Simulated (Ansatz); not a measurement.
**SiO2: cristobalite against stishovite under pressure**

Which form of SiO2 has the lower enthalpy, and does pressure change the order? Both are relaxed at the same set pressures.

Calculated with Ansatz 0.2.0, PBEsol, PAW files of the set soft_1, cutoff 600 eV, Fermi–Dirac smearing 0.02 eV, k-mesh 6×6×4, no spin polarisation, no spin-orbit coupling.

The runs at 6 and 8 GPa are left out: their cell edges leave the smooth trend of the others, as when the structure changes.

The stishovite cell takes smearing 0.02 eV and a 7×7×10 mesh.

Near zero pressure the cristobalite cell (P4_12_12, 12 atoms) is a = 5.0295 Å, b = 5.0295 Å, c = 7.0120 Å, α = 90.00°, β = 90.00°, γ = 90.00°; the stishovite cell (P4_2/mnm, 6 atoms) is a = 4.1945 Å, b = 4.1945 Å, c = 2.6781 Å, α = 90.00°, β = 90.00°, γ = 90.00°.

```
P (GPa)  V, cristobalite (Å³)  V, stishovite (Å³)  ΔE (meV)  ΔH = ΔE + PΔV (meV)
     −1                48.123              23.643     194.3                347.1
      0                44.344              23.559     206.0                206.0
      1                41.390              23.478     197.5                 85.7
      4                36.336              23.243     128.9               −198.0
```

Values are for a formula unit, differences are stishovite less cristobalite, and 1 GPa Å³ = 6.2415 meV. **Question.** Give ΔH at 2 GPa, a row left out above, and the pressure at which the two forms cross, if they do.

Least squares with ΔH = h0 + h1 P + h2 P² gives h0 = 208.0 meV, h1 = −130.96 meV/GPa and h2 = 7.376 meV/GPa². Since dH/dP = V, the slope should equal ΔV: −20.784 Å³ × 6.2415 = −129.72 meV/GPa at 0 GPa. At 2 GPa the fit gives −24.5 meV. The run itself gives −19.2 meV, so the estimate misses by 5.3 meV, more than the largest misfit of the fitted rows (2.0 meV).

ΔH passes through zero at 1.8 GPa, above which the stishovite form is lower. The two differ in coordination, where semilocal energies can be off by tenths of an eV a formula unit, and the crossing with them by several GPa. Coesite, not calculated here, lies between them. This compares two forms alone, at zero temperature, without vibrations or barriers; other forms may lie lower.

[Logs are printed without paths, hosts, clocks, repeated set-up lines and the standing remarks that a program may print on its own settings, such as how far it seeks lower states.]
